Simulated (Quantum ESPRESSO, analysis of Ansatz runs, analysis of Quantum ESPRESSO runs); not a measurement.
# Cu-H pair in ZnO: local vibrational mode against experiment (Quantum ESPRESSO), part 2 of 2

Subject: Cu-H pair in ZnO. Wanted: its local vibrational mode, in one set-up (QE: PBE, GBRV 1.5 PBE, 72-site cell, PBE lattice, k: the zone centre alone). The model is a cell of 72 host atoms with Cu put on another atom's site and H put in between. The frequencies come from force constants among the defect atom and its neighbours, with the masses of the isotopes named. Other potentials or another program check that the number doesn't hang on one set of files.

Quantum ESPRESSO 7.5; QE: PBE, GBRV 1.5 PBE, 72-site cell, PBE lattice, k: the zone centre alone.

So far: The starting structure; Relaxation, charge 0.

### 2. Relaxation, charge 0 (continued)

Level of this step: Quantum ESPRESSO plane-wave DFT, PBE, GBRV 1.5 PBE potentials; relaxation of all atoms of a defect supercell (Quantum ESPRESSO).

Step by step (22 of 35):

```
step  energy less that of the first step (eV)
   0                                   0.0000
   2                                  -0.5062
   3                                  -0.6380
   5                                  -0.6932
   6                                  -0.7217
   8                                  -0.7529
  10                                  -0.7884
  11                                  -0.8089
  13                                  -0.8412
  15                                  -0.8557
  16                                  -0.8586
  18                                  -0.8626
  19                                  -0.8641
  21                                  -0.8662
  23                                  -0.8674
  24                                  -0.8678
  26                                  -0.8685
  28                                  -0.8691
  29                                  -0.8693
  31                                  -0.8696
  32                                  -0.8698
  34                                  -0.8700
```

The atoms that moved most (Å):

```
atom      dx      dy      dz  length
Cu38   0.010   0.378  -0.403   0.553
 O60   0.146   0.068  -0.013   0.162
 O36  -0.139   0.052  -0.003   0.148
 Zn6  -0.103  -0.066   0.071   0.142
Zn30   0.080  -0.070   0.077   0.131
Zn25  -0.012  -0.001  -0.120   0.121
 O39  -0.013   0.019  -0.102   0.105
Zn14  -0.027  -0.057   0.071   0.094
```

Neighbours of the ideal centre at the end:

```
atom  distance (Å)
 H73         0.591
Cu38         1.382
 O28         1.580
 O39         2.185
 O60         2.441
 O36         2.442
Zn25         2.879
Zn30         2.902
 Zn6         2.903
```

Neighbours of the added atoms: H73: O28 1.00, Cu38 1.96, Zn30 2.48 Å.

### 3. Atom Zn6 moved by 0.015 A along x

Force constants come from the forces after small displacements; symmetry gives the rest. One such run is shown.

This step: Quantum ESPRESSO plane-wave DFT, PBE, GBRV 1.5 PBE potentials; single point of a defect supercell.

Input file pw.in:

```
&CONTROL
  calculation = 'scf'
  prefix = 'pwscf'
  outdir = './tmp'
  pseudo_dir = './pseudo'
  tprnfor = .true.
  disk_io = 'low'
/
&SYSTEM
  ibrav = 0
  nat = 73
  ntyp = 4
  ecutwfc = 45
  ecutrho = 360
  nbnd = 472
  occupations = 'smearing'
  smearing = 'fd'
  degauss = 0.00073499
  nosym = .true.
/
&ELECTRONS
  conv_thr = 1d-10
  electron_maxstep = 100
  mixing_beta = 0.5
/
ATOMIC_SPECIES
Zn    65.3800 zn_pbe_v1.uspp.F.UPF
O     15.9990 o_pbe_v1.2.uspp.F.UPF
Cu    63.5460 cu_pbe_v1.2.uspp.F.UPF
H      1.0080 h_pbe_v1.4.uspp.F.UPF
CELL_PARAMETERS angstrom
   9.8424224986    0.0000000000    0.0000000000
  -4.9212112493    8.5237879996    0.0000000000
   0.0000000000    0.0000000000   10.5930621374
ATOMIC_POSITIONS crystal
Zn     0.1101816043    0.2204270368    0.2498025082
Zn     0.2226824257    0.1108574330   -0.0016480269
[... 3 atom lines left out ...]
Zn     0.2107471125    0.1030042485    0.5054921761
[... 18 atom lines left out ...]
Zn     0.4434294176    0.2203605457    0.2393952938
[... 2 atom lines left out ...]
O      0.4325817096    0.1986549861    0.4347799548
Zn     0.4488154360    0.2311426787    0.7464036382
Zn     0.5603383447    0.1030410230    0.5054529315
[... 4 atom lines left out ...]
O      0.5548888345    0.4432502281    0.1890519129
O      0.4313894734    0.5615093879    0.4387402166
[... 1 atom line left out ...]
Cu     0.6016778972    0.5368530296    0.4752294151
O      0.5572317343    0.4479462598    0.6787721854
[... 17 atom lines left out ...]
Zn     0.7788902947    0.5543799886    0.2484427113
[... 2 atom lines left out ...]
O      0.7966339526    0.5615382059    0.4387335735
[... 12 atom lines left out ...]
H      0.4867008601    0.3068552404    0.4703397927
K_POINTS gamma
```

Started as:

```sh
$ OMP_NUM_THREADS=1 mpirun -n 4 pw.x -in pw.in > pw.out
```

The log of the run:

```text
[banner, memory and clock lines left out]
          URL

     gamma-point specific algorithms are used

     one sub-group per band group will be used

     bravais-lattice index     =            0
     lattice parameter (alat)  =      18.5995  a.u.
     unit-cell volume          =    5997.2584 (a.u.)^3
     number of atoms/cell      =           73
     number of atomic types    =            4
     number of electrons       =       936.00
     number of Kohn-Sham states=          472
     kinetic-energy cutoff     =      45.0000  Ry
     charge density cutoff     =     360.0000  Ry
     scf convergence threshold =      1.0E-10
     mixing beta               =       0.5000
     number of iterations used =            8  plain     mixing
     Exchange-correlation=  SLA  PW   PBX  PBC
                           (   1   4   3   4   0   0   0)

     celldm(1)=  18.599483  celldm(2)=   0.000000  celldm(3)=   0.000000
     celldm(4)=   0.000000  celldm(5)=   0.000000  celldm(6)=   0.000000

     crystal axes: (cart. coord. in units of alat)
               a(1) = (   1.000000   0.000000   0.000000 )
               a(2) = (  -0.500000   0.866025   0.000000 )
               a(3) = (   0.000000   0.000000   1.076266 )

     reciprocal axes: (cart. coord. in units 2 pi/alat)
               b(1) = (  1.000000  0.577350 -0.000000 )
               b(2) = (  0.000000  1.154701  0.000000 )
               b(3) = (  0.000000 -0.000000  0.929139 )

     PseudoPot. # 1 for Zn read from file:
     zn_pbe_v1.uspp.F.UPF
     Pseudo is Ultrasoft, Zval = 20.0
     Generated by new atomic code, or converted to UPF format
     Using radial grid of  943 points,  6 beta functions with:
                l(1) =   0
                l(2) =   0
                l(3) =   1
                l(4) =   1
                l(5) =   2
                l(6) =   2
     Q(r) pseudized with  8 coefficients,  rinner =    1.100   1.100   1.100
                                                       1.100   1.100

     PseudoPot. # 2 for O  read from file:
     o_pbe_v1.2.uspp.F.UPF
     Pseudo is Ultrasoft + core correction, Zval =  6.0
     Generated by new atomic code, or converted to UPF format
     Using radial grid of  737 points,  5 beta functions with:
                l(1) =   0
                l(2) =   0
                l(3) =   1
                l(4) =   1
[...]
Q(r) pseudized with  8 coefficients,  rinner =    0.900   0.900   0.900
                                                       0.900   0.900

     PseudoPot. # 3 for Cu read from file:
     cu_pbe_v1.2.uspp.F.UPF
     Pseudo is Ultrasoft + core correction, Zval = 19.0
     Generated by new atomic code, or converted to UPF format
     Using radial grid of  867 points,  6 beta functions with:
[...]
l(4) =   1
                l(5) =   2
                l(6) =   2
     Q(r) pseudized with  8 coefficients,  rinner =    1.150   1.150   1.150
                                                       1.150   1.150

     PseudoPot. # 4 for H  read from file:
     h_pbe_v1.4.uspp.F.UPF
     Pseudo is Ultrasoft, Zval =  1.0
     Generated by new atomic code, or converted to UPF format
     Using radial grid of  615 points,  2 beta functions with:
                l(1) =   0
                l(2) =   0
     Q(r) pseudized with  8 coefficients,  rinner =    0.700

     atomic species   valence    mass     pseudopotential
     Zn               20.00    65.38000     Zn( 1.00)
     O                 6.00    15.99900     O ( 1.00)
     Cu               19.00    63.54600     Cu( 1.00)
     H                 1.00     1.00800     H ( 1.00)

     No symmetry found

   Cartesian axes

     site n.     atom                  positions (alat units)
         1        Zn     tau(   1) = (  -0.0000319   0.1908954   0.2688539  )
         2        Zn     tau(   2) = (   0.1672537   0.0960054  -0.0017737  )
         3        O      tau(   3) = (   0.1660202   0.0942814   0.2028594  )
         4        O      tau(   4) = (   0.0000007   0.1905665   0.4730440  )
         5        Zn     tau(   5) = (  -0.0006640   0.1918288   0.8102938  )
         6        Zn     tau(   6) = (   0.1592450   0.0892043   0.5440439  )
         7        O      tau(   7) = (   0.1669350   0.0963512   0.7442891  )
         8        O      tau(   8) = (  -0.0006113   0.1912322   1.0130393  )
         9        Zn     tau(   9) = (  -0.1667526   0.4782825   0.2704643  )
        10        Zn     tau(  10) = (   0.0006166   0.3843847  -0.0006238  )
        11        O      tau(  11) = (  -0.0002663   0.3828022   0.2035373  )
        12        O      tau(  12) = (  -0.1667342   0.4781889   0.4738261  )
        13        Zn     tau(  13) = (  -0.1667324   0.4813509   0.8100870  )
        14        Zn     tau(  14) = (  -0.0035543   0.3804113   0.5439194  )
        15        O      tau(  15) = (  -0.0008174   0.3838996   0.7456436  )
        16        O      tau(  16) = (  -0.1667394   0.4804829   1.0131274  )
        17        Zn     tau(  17) = (  -0.3337481   0.7679674   0.2681098  )
        18        Zn     tau(  18) = (  -0.1667527   0.6720731   0.0026900  )
        19        O      tau(  19) = (  -0.1667520   0.6712207   0.2061707  )
[...]
estimated scf accuracy    <       3.46376711 Ry

     iteration #  5     ecut=    45.00 Ry     beta= 0.50
     Davidson diagonalization with overlap
     ethr =  3.70E-04,  avg # of iterations =  3.0

     total energy              =  -17724.12167649 Ry
     estimated scf accuracy    <       1.90692326 Ry

     iteration #  6     ecut=    45.00 Ry     beta= 0.50
     Davidson diagonalization with overlap
     ethr =  2.04E-04,  avg # of iterations =  6.0

     total energy              =  -17724.09650674 Ry
     estimated scf accuracy    <       0.66949171 Ry

     iteration #  7     ecut=    45.00 Ry     beta= 0.50
     Davidson diagonalization with overlap
     ethr =  7.15E-05,  avg # of iterations = 11.0

     total energy              =  -17724.08973574 Ry
     estimated scf accuracy    <       0.19773699 Ry

     iteration #  8     ecut=    45.00 Ry     beta= 0.50
     Davidson diagonalization with overlap
     ethr =  2.11E-05,  avg # of iterations =  7.0

     total energy              =  -17724.09114018 Ry
     estimated scf accuracy    <       0.03856602 Ry

     iteration #  9     ecut=    45.00 Ry     beta= 0.50
     Davidson diagonalization with overlap
     ethr =  4.12E-06,  avg # of iterations =  8.0

     total energy              =  -17724.09263977 Ry
     estimated scf accuracy    <       0.00773686 Ry

     iteration # 10     ecut=    45.00 Ry     beta= 0.50
     Davidson diagonalization with overlap
     ethr =  8.27E-07,  avg # of iterations =  6.0

     total energy              =  -17724.09330793 Ry
     estimated scf accuracy    <       0.00205377 Ry

[...]
total energy              =  -17724.09358456 Ry
[...]
iteration # 16     ecut=    45.00 Ry     beta= 0.50
     Davidson diagonalization with overlap
     ethr =  8.21E-11,  avg # of iterations =  3.0

     total energy              =  -17724.09358464 Ry
     estimated scf accuracy    <       0.00000010 Ry

     iteration # 17     ecut=    45.00 Ry     beta= 0.50
     Davidson diagonalization with overlap
     ethr =  1.07E-11,  avg # of iterations =  3.0

     total energy              =  -17724.09358465 Ry
     estimated scf accuracy    <          8.1E-09 Ry

     iteration # 18     ecut=    45.00 Ry     beta= 0.50
     Davidson diagonalization with overlap
     ethr =  8.70E-13,  avg # of iterations =  4.0

     total energy              =  -17724.09358466 Ry
     estimated scf accuracy    <          2.7E-09 Ry

     iteration # 19     ecut=    45.00 Ry     beta= 0.50
     Davidson diagonalization with overlap
     ethr =  2.84E-13,  avg # of iterations =  3.0

     total energy              =  -17724.09358466 Ry
     estimated scf accuracy    <          5.8E-10 Ry

     iteration # 20     ecut=    45.00 Ry     beta= 0.50
     Davidson diagonalization with overlap
     ethr =  1.00E-13,  avg # of iterations =  3.0

     End of self-consistent calculation

          k = 0.0000 0.0000 0.0000 ( 15280 PWs)   bands (ev):

  -115.3583-115.3558-115.3493-115.2682-115.2667-115.2016-115.2007-115.1915
  -115.1564-115.1461-115.1401-115.1396-115.1394-115.1294-115.1281-115.1261
  -115.1258-115.1252-115.1215-115.1189-115.1185-115.1147-115.1131-115.1128
  -115.1024-115.1022-115.0967-115.0955-115.0951-115.0950-115.0929-115.0926
  -115.0907-115.0441-115.0440-102.7982 -69.5970 -69.5934 -69.5850 -69.5343
   -69.5335 -69.5318 -69.5277 -69.5276 -69.5238 -69.4882 -69.4866 -69.4558
   -69.4544 -69.4447 -69.4433 -69.4116 -69.4107 -69.3917 -69.3908 -69.3887
   -69.3883 -69.3877 -69.3868 -69.3843 -69.3567 -69.3549 -69.3476 -69.3457
   -69.3430 -69.3423 -69.3410 -69.3408 -69.3376 -69.3347 -69.3342 -69.3333
   -69.3316 -69.3313 -69.3308 -69.3307 -69.3305 -69.3271 -69.3251 -69.3250
   -69.3247 -69.3245 -69.3241 -69.3233 -69.3228 -69.3220 -69.3217 -69.3215
   -69.3212 -69.3206 -69.3197 -69.3189 -69.3188 -69.3182 -69.3182 -69.3127
   -69.3109 -69.3104 -69.3097 -69.3092 -69.3091 -69.3091 -69.3088 -69.3086
   -69.3081 -69.3078 -69.3041 -69.3033 -69.3025 -69.3018 -69.2989 -69.2981
   -69.2969 -69.2967 -69.2958 -69.2957 -69.2953 -69.2952 -69.2948 -69.2930
[...]
7.0636   7.0850   7.0876   7.1070   7.1124   7.1169   7.1378   7.1384
     7.1401   7.1624   7.2289   7.3452   7.3695   7.4051   7.4332   7.4581
     7.4774   7.4972   7.5249   7.5451   7.5530   7.6550   7.6688   7.6759
     7.7177   7.7249   7.7978   7.8580   7.9233   7.9396   8.0777   8.1136
     8.1823   8.2666   8.4105   8.5531   9.1576  11.5984  11.6633  12.2573

     the Fermi energy is     8.8624 ev

!    total energy              =  -17724.09358466 Ry
     estimated scf accuracy    <          9.6E-11 Ry
     smearing contrib. (-TS)   =      -0.00000000 Ry
     internal energy E=F+TS    =  -17724.09358466 Ry

     The total energy is F=E-TS. E is the sum of the following terms:
     one-electron contribution =  -14673.96982863 Ry
     hartree contribution      =    7715.02120778 Ry
     xc contribution           =   -1782.77649172 Ry
     ewald contribution        =   -8982.36847209 Ry

     convergence has been achieved in  20 iterations

     Forces acting on atoms (cartesian axes, Ry/au):

     atom    1 type  1   force =     0.00000995    0.00012692    0.00054920
     atom    2 type  1   force =    -0.00005147   -0.00005529    0.00011577
     atom    3 type  2   force =     0.00021554    0.00015505   -0.00000013
     atom    4 type  2   force =     0.00220565   -0.00120040    0.00091023
     atom    5 type  1   force =    -0.00011266   -0.00011430   -0.00029503
     atom    6 type  1   force =    -0.00575370    0.00038478   -0.00030122
     atom    7 type  2   force =     0.00032122    0.00004938    0.00007335
     atom    8 type  2   force =    -0.00008080   -0.00006346   -0.00017425
     atom    9 type  1   force =     0.00002725    0.00005927    0.00010897
     atom   10 type  1   force =     0.00010727    0.00011750    0.00017371
[...]
atom   69 type  1   force =     0.00002791    0.00008952   -0.00003107
     atom   70 type  1   force =     0.00024930    0.00042953   -0.00012961
     atom   71 type  2   force =     0.00007542    0.00004322    0.00004387
     atom   72 type  2   force =     0.00000736   -0.00001342    0.00012441
     atom   73 type  4   force =     0.00012626    0.00060985    0.00029535

     Total force =     0.007159     Total SCF correction =     0.000039
```

Elapsed: 4.1 min, on 4 MPI ranks of Arm Neoverse V1, shared host; peak memory 1.9 GiB; 16 min of CPU time.

### 4. Local vibrational modes

Analysis of the runs above: force constants by central differences of Quantum ESPRESSO plane-wave DFT, PBE, GBRV 1.5 PBE potentials forces among the atoms nearest to a defect, the others at rest.

The modes with the largest weight on the probed atoms (the light atom of a pair), for the masses of each isotope. Modes of the displaced atoms (local only where they lie over the host's phonons):

```
isotopes  mode (cm⁻¹)  share of the defect atoms
       H         3427                      0.942
       H        768.4                      0.945
       H          725                      0.915
       D         2494                      0.888
       D        563.6                      0.814
       D        539.4                      0.765
```

### 5. Results

* distance from the defect atom to its nearest neighbour: 0.996 Å
* O-H stretch, 1H: 3427 cm⁻¹
* O-D stretch, 2H: 2494 cm⁻¹

In words: O-H stretch, 1H: computed 3427 cm⁻¹, measured 3191.8 cm⁻¹; 235 cm⁻¹ (7 %) above the measurement. O-D stretch, 2H: computed 2494 cm⁻¹, measured 2379 cm⁻¹; 115 cm⁻¹ (5 %) above the measurement. The computed value is harmonic, while the measured line is the anharmonic fundamental, which for X–H stretches usually lies a few per cent lower. Only the named neighbours move, so modes near the host's band are approximate. Limits: the zone centre alone is a coarse sampling for this cell.

[Logs are printed without paths, hosts, clocks, repeated set-up lines and the standing remarks that a program may print on its own settings, such as how far it seeks lower states.]

[Hosts, paths, dates, database ids (printed as entryN), source tags and the programs' standing remarks are cut or masked in the printed files.]

[For some hosts the program warned that the k-mesh of the response run may be too coarse for force constants and the static dielectric constant; such warnings are not shown here.]
